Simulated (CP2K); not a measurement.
Two runs for the O K edge of hypochlorous acid. Run A: CP2K XAS_TDP, all-electron GAPW, PBEh(45%), aug-pc-2, TDA, no relativity. Run B differs in one setting.

First lines with a strength over 0.0015. A:

```
                   atom  energy (eV)  states  strength, one atom
O1 (bonded to Cl and H)       526.54       1              0.0572
                              531.20       1              0.0260
                              533.80       1              0.0080
                              534.22       1              0.0020
                              534.26       1              0.0057
```

B:

```
                   atom  energy (eV)  states  strength, one atom
O1 (bonded to Cl and H)       519.15       1              0.0463
                              522.76       1              0.0161
                              524.63       1              0.0059
                              524.92       1              0.0028
                              525.07       1              0.0027
```

**Question.** Which was it: scalar relativity switched on, GW2X switched on, the functional, the basis?

The functional (functional from PBEh(45%) to PBE0; the lines alone don't name the new value). A functional moves all lines by electronvolts and changes their spacings and strengths. Against PBEh(45%) in aug-pc-2, the leading line moves by -7.39 eV, to 519.15 eV; the strength of O1's goes from 0.0572 to 0.0463. The next line of O1 over the strength cut lies 3.61 eV higher, against 4.66.

[Banner, clock and machine lines of the logs are left out without a mark of their own.]

[Logs are printed without paths, hosts, clocks, repeated set-up lines and the standing remarks that a program may print on its own settings, such as how far it seeks lower states.]

[Hosts, paths, dates, database ids (printed as entryN), source tags and the programs' standing remarks are cut or masked in the printed files.]
